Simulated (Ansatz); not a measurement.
## TiSi2 (Zhiqinite, Fddd): zone-centre modes under pressure

Wanted: Grüneisen parameters and pressure coefficients of the modes of TiSi2 (Zhiqinite, Fddd).

Method: DFT PBEsol, scalar-relativistic, plane waves, PAW; PAW set soft_1, in Ansatz 0.2.0.

Report form: the programs' logs are mostly left out.

The database entry behind the starting cell is an old determination (1939), so it need not match the best structure at ambient conditions.

## Step 1: The starting structure

Symmetry: Fddd, No. 70, orthorhombic system. Conventional cell: a = 4.773 Å, b = 8.236 Å, c = 8.523 Å, α = 90.00°, β = 90.00°, γ = 90.00°. Nearest to Si lie 5 Ti at 2.54 to 2.75 Å and 5 Si at 2.54 to 2.75 Å. Ti has 10 Si at 2.54 to 2.75 Å nearest. Farther neighbours are not listed.

## Step 2: Bringing the structure to rest

Harmonic phonons are second derivatives at a point where the forces vanish, and they are wanted at zero stress, so atoms and cell are relaxed first.

input.yaml reads:

```yaml
crystal:
  lattice:
    - [0.0, 4.118, 4.2615]
    - [2.3865, 0.0, 4.2615]
    - [2.3865, 4.118, 0.0]
  atoms:
    - { symbol: Si, position: [0.083, 0.417, 0.083] }
    - { symbol: Si, position: [0.417, 0.083, 0.417] }
    - { symbol: Si, position: [0.167, 0.833, 0.167] }
    - { symbol: Si, position: [0.833, 0.167, 0.833] }
    - { symbol: Ti, position: [0.75, 0.75, 0.75] }
    - { symbol: Ti, position: [0.5, 0.5, 0.5] }
kpoints:
  mp_grid: { grid: [10, 10, 10] }
hamiltonian:
  xc: pbesol
  pseudopotentials: { kind: paw, azcp: { folder: soft_1 }, xc_functional: pbe }
scf:
  occupations: { method: gaussian, width: 0.1 }
output:
  forces: true
  stress: true
  eigenvalues: true
relax:
  adjacent_minimum: "off"
  f_tol: 0.005
  max_steps: 80
  cell: { stress_tol: 0.05 }
```

Started as:

```console
$ ansatz run input.yaml --threads 4 --pin off --max-ram 16384MiB --backend cpu --events-out ev --progress --plain --runs-dir out
```

The job ended after 13 s (4 threads of AMD EPYC 9R45, shared host; peak memory 0.69 GiB; 51 s of CPU time).

Step by step:

```tsv
step	energy less that of the first step (eV)	largest force component (eV/Å)	pressure (GPa)	volume (Å³)
1	0.0000	0.1718	-1.78	83.76
2	-0.0125	0.0867	0.18	82.62
3	-0.0150	0.0390	0.30	82.59
4	-0.0156	0.0050	0.08	82.71
5	-0.0156	0.0003	-0.01	82.75
6	-0.0156	0.0000	0.00	82.75
7*	-0.0155	0.0000	0.00	82.75
```

Relaxation steps marked * repeat the geometry before them on a plane-wave basis chosen anew for their cell, so energy and pressure can jump there.

Forces are held to the 8 operations that the run works with; a distortion that breaks them can't arise in this run.

```tsv
conventional cell, symmetrised	before	after	change
a (Å)	4.773	4.762	-0.2 %
b (Å)	8.236	8.182	-0.7 %
c (Å)	8.523	8.496	-0.3 %
volume (Å³/atom)	13.96	13.79	-1.2 %
```

The atoms that moved most (Å, as changes of fractional coordinates times the final cell):

```tsv
atom	dx	dy	dz	length
Si4	0.000	0.026	0.000	0.026
Si1	0.000	0.026	0.000	0.026
Si3	0.000	-0.026	0.000	0.026
Si2	0.000	-0.026	0.000	0.026
```

Final coordinates:

```cif
data_structure
_symmetry_space_group_name_H-M 'P 1'
_symmetry_Int_Tables_number 1
_cell_length_a 5.8974
_cell_length_b 4.8695
_cell_length_c 4.7333
_cell_angle_alpha 75.763
_cell_angle_beta 53.162
_cell_angle_gamma 51.074
_cell_volume 82.75
loop_
_atom_site_label
_atom_site_type_symbol
_atom_site_fract_x
_atom_site_fract_y
_atom_site_fract_z
_atom_site_occupancy
Si1 Si 0.08617 0.41383 0.08617 1
Si2 Si 0.41383 0.08617 0.41383 1
Si3 Si 0.16383 0.83617 0.16383 1
Si4 Si 0.83617 0.16383 0.83617 1
Ti5 Ti 0.75000 0.75000 0.75000 1
Ti6 Ti 0.50000 0.50000 0.50000 1
```

Numbers from this step:

| Quantity | Value |
| --- | --- |
| pressure | 0.003648 GPa |
| volume per atom | 13.79 Å³ |
| gap on the k-mesh | 0 eV |

In this step the volume went from 13.96 to 13.79 Å³/atom.

## Step 3: Tight relaxation

Phonons need small forces and stress, so the relaxation is finished with tight tolerances on 12×12×12 k points.

input.yaml reads:

```yaml
crystal:
  lattice:
    - [0.0, 4.0909853654, 4.2477823628]
    - [2.3808352996, 0.0, 4.2477823628]
    - [2.3808352996, 4.0909853654, 0.0]
  atoms:
    - { symbol: Si, position: [0.0861663288, 0.4138336712, 0.0861663288] }
    - { symbol: Si, position: [0.4138336712, 0.0861663288, 0.4138336712] }
    - { symbol: Si, position: [0.1638336712, 0.8361663288, 0.1638336712] }
    - { symbol: Si, position: [0.8361663288, 0.1638336712, 0.8361663288] }
    - { symbol: Ti, position: [0.75, 0.75, 0.75] }
    - { symbol: Ti, position: [0.5, 0.5, 0.5] }
kpoints:
  mp_grid: { grid: [12, 12, 12] }
hamiltonian:
  xc: pbesol
  pseudopotentials: { kind: paw, azcp: { folder: soft_1 }, xc_functional: pbe }
scf:
  occupations: { method: methfessel_paxton, width: 0.2 }
output:
  forces: true
  stress: true
  eigenvalues: true
relax:
  adjacent_minimum: "off"
  f_tol: 0.001
  max_steps: 60
  cell: { stress_tol: 0.01 }
```

It took 17 s on 4 threads; peak memory 0.83 GiB; 63 s of CPU time.

Little changed from the start: no atom moved by 0.005 Å and no cell edge by 0.1 %.

Numbers from this step:

```
pressure : -0.001220 GPa
```

The largest force component left is 0.26 meV/Å and the pressure is -0.001 GPa, within the tolerances set. The cell now holds 13.79 Å³/atom.

## Step 4: Zone-centre response at rest

Phonons follow from the second derivative of the energy, found here by linear response.

The modes at rest are the reference of the series.

input.yaml, the sections that differ from step 3:

```yaml
crystal:
  lattice:
    - [0.0, 4.0880189485, 4.2506264216]
    - [2.3801199552, 0.0, 4.2506264216]
    - [2.3801199552, 4.0880189485, 0.0]
  atoms:
    - { symbol: Si, position: [0.0862450432, 0.4137549568, 0.0862450432] }
    - { symbol: Si, position: [0.4137549568, 0.0862450432, 0.4137549568] }
    - { symbol: Si, position: [0.1637549568, 0.8362450432, 0.1637549568] }
    - { symbol: Si, position: [0.8362450432, 0.1637549568, 0.8362450432] }
    - { symbol: Ti, position: [0.75, 0.75, 0.75] }
    - { symbol: Ti, position: [0.5, 0.5, 0.5] }
output:
  eigenvalues: true
phonons:
  method: dfpt
# kpoints, hamiltonian, scf: as in step 3
# relax: removed
```

It took 69 s on 4 threads; peak memory 3.6 GiB; 4.3 min of CPU time.

This step gave:

- sum-rule residual before enforcement: 9.47e-6 eV/Å²
- point group: mmm
- highest optical mode at the zone centre (no LO-TO term): 441.1 cm⁻¹
- lowest optical zone-centre mode: 189.3 cm⁻¹

Patterns of degenerate modes are one choice out of their space. Modes at Γ, with each element's share of the kinetic energy:

```tsv
mode	frequency (cm⁻¹)	symmetry	Si %	Ti %
1	0.0	acoustic	54	46
2	0.0	acoustic	54	46
3	0.0	acoustic	54	46
4	189.3	B3u	82	18
5	196.4	B2g	67	33
6	213.1	B1g	38	62
7	243.6	B1u	88	12
8	256.8	Ag	100	0
9	266.2	B3g	42	58
10	270.9	B2g	33	67
11	283.7	B3g	84	16
12	304.3	B2u	46	54
13	321.8	Au	100	0
14	346.3	B1g	89	11
15	376.1	B3u	64	36
16	391.7	B3g	74	26
17	414.9	B1u	58	42
18	441.1	B1g	73	27
```

Displacements in mode 4 (189.3 cm⁻¹), the largest set to 1:
```
Si1  0.48  0.00  1.00
Si2  0.48  0.00 -1.00
Si3  0.48  0.00  1.00
Si4  0.48  0.00 -1.00
Ti5 -0.57  0.00  0.00
Ti6 -0.57  0.00  0.00
```

Displacements in mode 13 (321.8 cm⁻¹), the largest set to 1:
```
Si1  0.00  1.00  0.00
Si2  0.00 -1.00  0.00
Si3  0.00  1.00  0.00
Si4  0.00 -1.00  0.00
Ti5  0.00  0.00  0.00
Ti6  0.00  0.00  0.00
```

Before it was imposed, the acoustic sum rule was missed by 9.5e-6 eV/Å². Small misses are needed for a sound result but don't prove that mesh and cutoff are converged. The lowest optical mode is real, 189 cm⁻¹.

## Step 5: A member of the series: 1.06 times the volume at rest

The cell is set to 1.06 times the volume at rest, and shape and atoms relax at that volume.

input.yaml, the sections that differ from step 4:

```yaml
crystal:
  lattice:
    - [0.0, 4.1787910268, 4.3208060304]
    - [2.428036016, 0.0, 4.3208060304]
    - [2.428036016, 4.1787910268, 0.0]
  atoms:
    - { symbol: Si, position: [0.0864430926, 0.4135569074, 0.0864430926] }
    - { symbol: Si, position: [0.4135569074, 0.0864430926, 0.4135569074] }
    - { symbol: Si, position: [0.1635569074, 0.8364430926, 0.1635569074] }
    - { symbol: Si, position: [0.8364430926, 0.1635569074, 0.8364430926] }
    - { symbol: Ti, position: [0.75, 0.75, 0.75] }
    - { symbol: Ti, position: [0.5, 0.5, 0.5] }
output:
  forces: true
  stress: true
  eigenvalues: true
relax:
  adjacent_minimum: "off"
  f_tol: 0.001
  max_steps: 60
  cell: { stress_tol: 0.01, fix: [volume] }
# kpoints, hamiltonian, scf: as in step 4
# phonons: removed
```

Wall time 17 s (4 threads); peak memory 0.86 GiB.

The steps of the relaxation:

```tsv
step	energy less that of the first step (eV)	largest force component (eV/Å)	pressure (GPa)	volume (Å³)
1	0.0000	0.0068	-7.84	87.68
2	-0.0003	0.0004	-7.75	87.68
3	-0.0004	0.0001	-7.77	87.68
4	-0.0004	0.0003	-7.77	87.68
5*	-0.0004	0.0003	-7.77	87.68
```

Relaxation steps marked * repeat the geometry before them on a plane-wave basis chosen anew for their cell, so energy and pressure can jump there.

Forces are held to the 8 operations that the run works with; a distortion that breaks them can't arise in this run.

```tsv
conventional cell, symmetrised	before	after	change
a (Å)	4.856	4.857	+0.0 %
b (Å)	8.358	8.369	+0.1 %
c (Å)	8.642	8.628	-0.2 %
volume (Å³/atom)	14.61	14.61	+0.0 %
```

The relaxed structure:

```cif
data_structure
_symmetry_space_group_name_H-M 'P 1'
_symmetry_Int_Tables_number 1
_cell_length_a 6.0099
_cell_length_b 4.9505
_cell_length_c 4.8382
_cell_angle_alpha 75.743
_cell_angle_beta 52.974
_cell_angle_gamma 51.283
_cell_volume 87.68
loop_
_atom_site_label
_atom_site_type_symbol
_atom_site_fract_x
_atom_site_fract_y
_atom_site_fract_z
_atom_site_occupancy
Si1 Si 0.08654 0.41346 0.08654 1
Si2 Si 0.41346 0.08654 0.41346 1
Si3 Si 0.16346 0.83654 0.16346 1
Si4 Si 0.83654 0.16346 0.83654 1
Ti5 Ti 0.75000 0.75000 0.75000 1
Ti6 Ti 0.50000 0.50000 0.50000 1
```

Numbers from this step:

```yaml
pressure: -7.767 GPa
volume_per_atom: 14.61 Å³
```

The largest force component left is 0.34 meV/Å, at a pressure of -7.77 GPa.

## Step 6: Zone-centre modes of the member: 1.06 times the volume at rest

The zone-centre modes follow for 1.06 times the volume at rest.

input.yaml, the sections that differ from step 5:

```yaml
crystal:
  lattice:
    - [0.0, 4.1843960374, 4.3138509507]
    - [2.4286930535, 0.0, 4.3138509507]
    - [2.4286930535, 4.1843960374, 0.0]
  atoms:
    - { symbol: Si, position: [0.0865368167, 0.4134631833, 0.0865368167] }
    - { symbol: Si, position: [0.4134631833, 0.0865368167, 0.4134631833] }
    - { symbol: Si, position: [0.1634631833, 0.8365368167, 0.1634631833] }
    - { symbol: Si, position: [0.8365368167, 0.1634631833, 0.8365368167] }
    - { symbol: Ti, position: [0.75, 0.75, 0.75] }
    - { symbol: Ti, position: [0.5, 0.5, 0.5] }
output:
  eigenvalues: true
phonons:
  method: dfpt
# kpoints, hamiltonian, scf: as in step 5
# relax: removed
```

Run time: 96 s. Hardware: 4 threads; peak memory 3.8 GiB.

This step gave:

* sum-rule residual before enforcement: 4.77e-6 eV/Å²
* highest optical mode at the zone centre (no LO-TO term): 402.2 cm⁻¹
* lowest optical zone-centre mode: 174.6 cm⁻¹

Patterns of degenerate modes are one choice out of their space. The modes at Γ (shares of kinetic energy by element, %):

```tsv
mode	frequency (cm⁻¹)	symmetry	Si %	Ti %
1	0.0	acoustic	54	46
2	0.0	acoustic	54	46
3	0.0	acoustic	54	46
4	174.6	B3u	81	19
5	187.7	B2g	62	38
6	200.7	B1g	38	62
7	218.7	B1u	88	12
8	222.7	Ag	100	0
9	234.7	B2g	38	62
10	244.1	B3g	37	63
11	256.7	B3g	89	11
12	274.8	B2u	46	54
13	288.7	Au	100	0
14	309.4	B1g	90	10
15	343.3	B3u	65	35
16	357.2	B3g	74	26
17	379.0	B1u	58	42
18	402.2	B1g	73	27
```

The lowest optical mode is real, 175 cm⁻¹, and the highest lies at 402.2 cm⁻¹.

For the highest optical mode at the zone centre (no LO-TO term), step 4 gave 441 cm⁻¹; this run, with volume ratio 1.06, gives 402 cm⁻¹ (-9 %).

## Step 7: Relaxation of a member: 0.9 times the volume at rest

The cell is set to 0.9 times the volume at rest, and shape and atoms relax at that volume.

input.yaml, the sections that differ from step 6:

```yaml
crystal:
  lattice:
    - [0.0, 3.9287530876, 4.126730497]
    - [2.2958650125, 0.0, 4.126730497]
    - [2.2958650125, 3.9287530876, 0.0]
  atoms:
    - { symbol: Si, position: [0.0858420391, 0.4141579609, 0.0858420391] }
    - { symbol: Si, position: [0.4141579609, 0.0858420391, 0.4141579609] }
    - { symbol: Si, position: [0.1641579609, 0.8358420391, 0.1641579609] }
    - { symbol: Si, position: [0.8358420391, 0.1641579609, 0.8358420391] }
    - { symbol: Ti, position: [0.75, 0.75, 0.75] }
    - { symbol: Ti, position: [0.5, 0.5, 0.5] }
output:
  forces: true
  stress: true
  eigenvalues: true
relax:
  adjacent_minimum: "off"
  f_tol: 0.001
  max_steps: 60
  cell: { stress_tol: 0.01, fix: [volume] }
# kpoints, hamiltonian, scf: as in step 6
# phonons: removed
```

The job ended after 17 s (4 threads; peak memory 0.79 GiB).

Step by step:

```tsv
step	energy less that of the first step (eV)	largest force component (eV/Å)	pressure (GPa)	volume (Å³)
1	0.0000	0.0110	20.06	74.45
2	-0.0003	0.0018	19.99	74.45
3	-0.0004	0.0011	19.99	74.45
4	-0.0004	0.0015	19.99	74.45
5	-0.0004	0.0003	19.99	74.45
6*	-0.0004	0.0003	19.99	74.45
```

Relaxation steps marked * repeat the geometry before them on a plane-wave basis chosen anew for their cell, so energy and pressure can jump there. Relaxation step 4 was tried and not accepted.

Forces are held to the 8 operations that the run works with; a distortion that breaks them can't arise in this run.

```tsv
conventional cell, symmetrised	before	after	change
a (Å)	4.592	4.591	-0.0 %
b (Å)	7.858	7.849	-0.1 %
c (Å)	8.253	8.264	+0.1 %
volume (Å³/atom)	12.41	12.41	+0.0 %
```

The relaxed structure:

```cif
data_structure
_symmetry_space_group_name_H-M 'P 1'
_symmetry_Int_Tables_number 1
_cell_length_a 5.6987
_cell_length_b 4.7268
_cell_length_c 4.5465
_cell_angle_alpha 75.808
_cell_angle_beta 53.526
_cell_angle_gamma 50.665
_cell_volume 74.45
loop_
_atom_site_label
_atom_site_type_symbol
_atom_site_fract_x
_atom_site_fract_y
_atom_site_fract_z
_atom_site_occupancy
Si1 Si 0.08574 0.41426 0.08574 1
Si2 Si 0.41426 0.08574 0.41426 1
Si3 Si 0.16426 0.83574 0.16426 1
Si4 Si 0.83574 0.16426 0.83574 1
Ti5 Ti 0.75000 0.75000 0.75000 1
Ti6 Ti 0.50000 0.50000 0.50000 1
```

This step gave:

| Item | Value |
| --- | --- |
| pressure | 19.99 GPa |
| volume per atom | 12.41 Å³ |

The largest force component left is 0.25 meV/Å, at a pressure of 19.99 GPa.

## Step 8: Zone-centre modes of the member: 0.9 times the volume at rest

The zone-centre modes follow for 0.9 times the volume at rest.

input.yaml, the sections that differ from step 7:

```yaml
crystal:
  lattice:
    - [0.0, 3.924522152, 4.1320478308]
    - [2.2953825074, 0.0, 4.1320478308]
    - [2.2953825074, 3.924522152, 0.0]
  atoms:
    - { symbol: Si, position: [0.085744061, 0.414255939, 0.085744061] }
    - { symbol: Si, position: [0.414255939, 0.085744061, 0.414255939] }
    - { symbol: Si, position: [0.164255939, 0.835744061, 0.164255939] }
    - { symbol: Si, position: [0.835744061, 0.164255939, 0.835744061] }
    - { symbol: Ti, position: [0.75, 0.75, 0.75] }
    - { symbol: Ti, position: [0.5, 0.5, 0.5] }
output:
  eigenvalues: true
phonons:
  method: dfpt
# kpoints, hamiltonian, scf: as in step 7
# relax: removed
```

The job ended after 70 s (4 threads; peak memory 3.3 GiB; 4.3 min of CPU time).

Numbers from this step:

| Property | Result |
| --- | --- |
| sum-rule residual before enforcement | 4.73e-6 eV/Å² |
| highest optical mode at the zone centre (no LO-TO term) | 515.3 cm⁻¹ |
| lowest optical zone-centre mode | 210.3 cm⁻¹ |

Patterns of degenerate modes are one choice out of their space. Modes at Γ, with each element's share of the kinetic energy:

```tsv
mode	frequency (cm⁻¹)	symmetry	Si %	Ti %
1	0.0	acoustic	54	46
2	0.0	acoustic	54	46
3	0.0	acoustic	54	46
4	210.3	B2g	69	31
5	215.4	B3u	84	16
6	236.9	B1g	38	62
7	290.8	B1u	86	14
8	307.1	B3g	48	52
9	320.6	Ag	100	0
10	333.9	B3g	79	21
11	338.8	B2g	31	69
12	360.0	B2u	46	54
13	384.0	Au	100	0
14	417.2	B1g	89	11
15	439.3	B3u	62	38
16	459.2	B3g	73	27
17	482.9	B1u	60	40
18	515.3	B1g	73	27
```

The lowest optical mode is real, 210 cm⁻¹, and the highest lies at 515.3 cm⁻¹.

Between step 4 and this run (volume ratio 0.9) the value for the highest optical mode at the zone centre (no LO-TO term) moves from 441 cm⁻¹ to 515 cm⁻¹ (+17 %).

## Step 9: All members side by side

The members are set side by side, also those not shown above.

Each row is one cell with its response, relaxed at fixed volume as far as symmetry leaves anything free; energies are extrapolated to zero smearing, and E0 is that at rest; shape and atoms are relaxed in each cell where symmetry leaves them free; all runs use 12×12×12 k points and Methfessel-Paxton smearing of 0.2 eV. State of the crystal along the series:

```tsv
volume ratio	V (Å³/atom)	pressure (GPa)	E - E0 (meV/atom)	first cell vector (Å)	third cell vector (Å)
0.9	12.41	19.99	78.37	5.699	4.546
0.92	12.68	15.1	48.26	5.74	4.584
0.94	12.96	10.7	26.13	5.78	4.621
0.96	13.23	6.749	11.19	5.82	4.658
0.98	13.51	3.194	2.692	5.859	4.694
0.99	13.65	1.554	0.6586	5.878	4.712
1	13.79	-0.00122	0	5.897	4.73
1.02	14.06	-2.872	2.523	5.935	4.766
1.04	14.34	-5.452	9.732	5.973	4.802
1.06	14.61	-7.767	21.15	6.01	4.838
```

Each mode is tracked from rest by its pattern, and modes that stay within 0.3 cm⁻¹ of each other stand once; the 10 lowest of 15 levels; shape and atoms are relaxed in each cell where symmetry leaves them free; all runs use 12×12×12 k points and Methfessel-Paxton smearing of 0.2 eV. Optical modes along the series:

```tsv
V (Å³/atom)	mode 4 B3u (cm⁻¹)	mode 5 B2g (cm⁻¹)	mode 6 B1g (cm⁻¹)	mode 7 B1u (cm⁻¹)	mode 8 Ag (cm⁻¹)	mode 9 B3g (cm⁻¹)	mode 10 B2g (cm⁻¹)	mode 11 B3g (cm⁻¹)	mode 12 B2u (cm⁻¹)	mode 13 Au (cm⁻¹)
12.41	215.4	210.3	236.9	290.8	320.6	307.1	338.8	333.9	360	384
12.68	210.1	207.7	231.8	280.8	307	298.4	324.3	323.3	348.1	370.7
12.96	204.7	204.9	226.9	271	293.9	290	310.3	313	336.7	357.9
13.23	199.5	202.1	222.2	261.6	281.1	281.9	296.7	302.9	325.5	345.5
13.51	194.4	199.3	217.6	252.4	268.8	273.9	283.6	293.2	314.7	333.5
13.65	191.8	197.9	215.3	248	262.7	270	277.2	288.4	309.5	327.6
13.79	189.3	196.4	213.1	243.6	256.8	266.2	270.9	283.7	304.3	321.8
14.06	184.3	193.5	208.8	235	245.2	258.7	258.4	274.5	294.1	310.5
14.34	179.4	190.6	204.7	226.7	233.8	251.3	246.4	265.5	284.3	299.4
14.61	174.6	187.7	200.7	218.7	222.7	244.1	234.7	256.7	274.8	288.7
```

From cubic fits (parabolas where under five rows exist) of ln ω and P against ln V through the rows within about 4 % of rest: γ = −d ln ω / d ln V and dω/dP = γ ω / B. Slopes at rest:

```tsv
mode	fitted frequency at rest (cm⁻¹)	Grüneisen parameter γ	dω/dP (cm⁻¹/GPa)
mode 4 B3u	189.3	1.32	1.66
mode 5 B2g	196.4	0.73	0.95
mode 6 B1g	213.1	1.02	1.44
mode 7 B1u	243.6	1.79	2.88
mode 8 Ag	256.8	2.3	3.9
mode 9 B3g	266.2	1.43	2.52
mode 10 B2g	270.8	2.32	4.15
mode 11 B3g	283.7	1.65	3.09
mode 12 B2u	304.3	1.69	3.4
mode 13 Au	321.8	1.78	3.8
mode 14 B1g	346.3	1.87	4.27
mode 15 B3u	376.1	1.53	3.81
mode 16 B3g	391.7	1.55	4.03
```

## Step 10: Outcome

```
members                                                          : 10
highest optical mode at the zone centre (no LO-TO term), at rest : 441.1 cm⁻¹
bulk modulus at rest                                             : 151 GPa
mode 13 Au, γ                                                    : 1.78
mode 14 B1g, γ                                                   : 1.87
mode 15 B3u, γ                                                   : 1.53
mode 16 B3g, γ                                                   : 1.55
```

**Reading.** The series spans -7.8 to 20.0 GPa, and the slope at rest gives a bulk modulus of 151 GPa. Among the modes in the table of slopes γ runs from 0.73 (mode 5 B2g) to 2.32 (mode 10 B2g). One k mesh and one cutoff serve the ground states and modes of all volumes. These are harmonic frequencies at zero temperature: anharmonic shifts, linewidths and thermal expansion are left out. With no gap, or one that is small against the smearing, the frequencies hang on the k mesh and the smearing, most of all near Kohn anomalies. The PAW files were made for PBE; the program adapts parts of them to the functional of the run, but their partial waves stay those of PBE, an approximation that was not tested in this session. Only the zone centre was solved, so an instability at another wavevector cannot show here.

[Logs are printed without paths, hosts, clocks, repeated set-up lines and the standing remarks that a program may print on its own settings, such as how far it seeks lower states.]

[Hosts, paths, dates, database ids (printed as entryN), source tags and the programs' standing remarks are cut or masked in the printed files.]
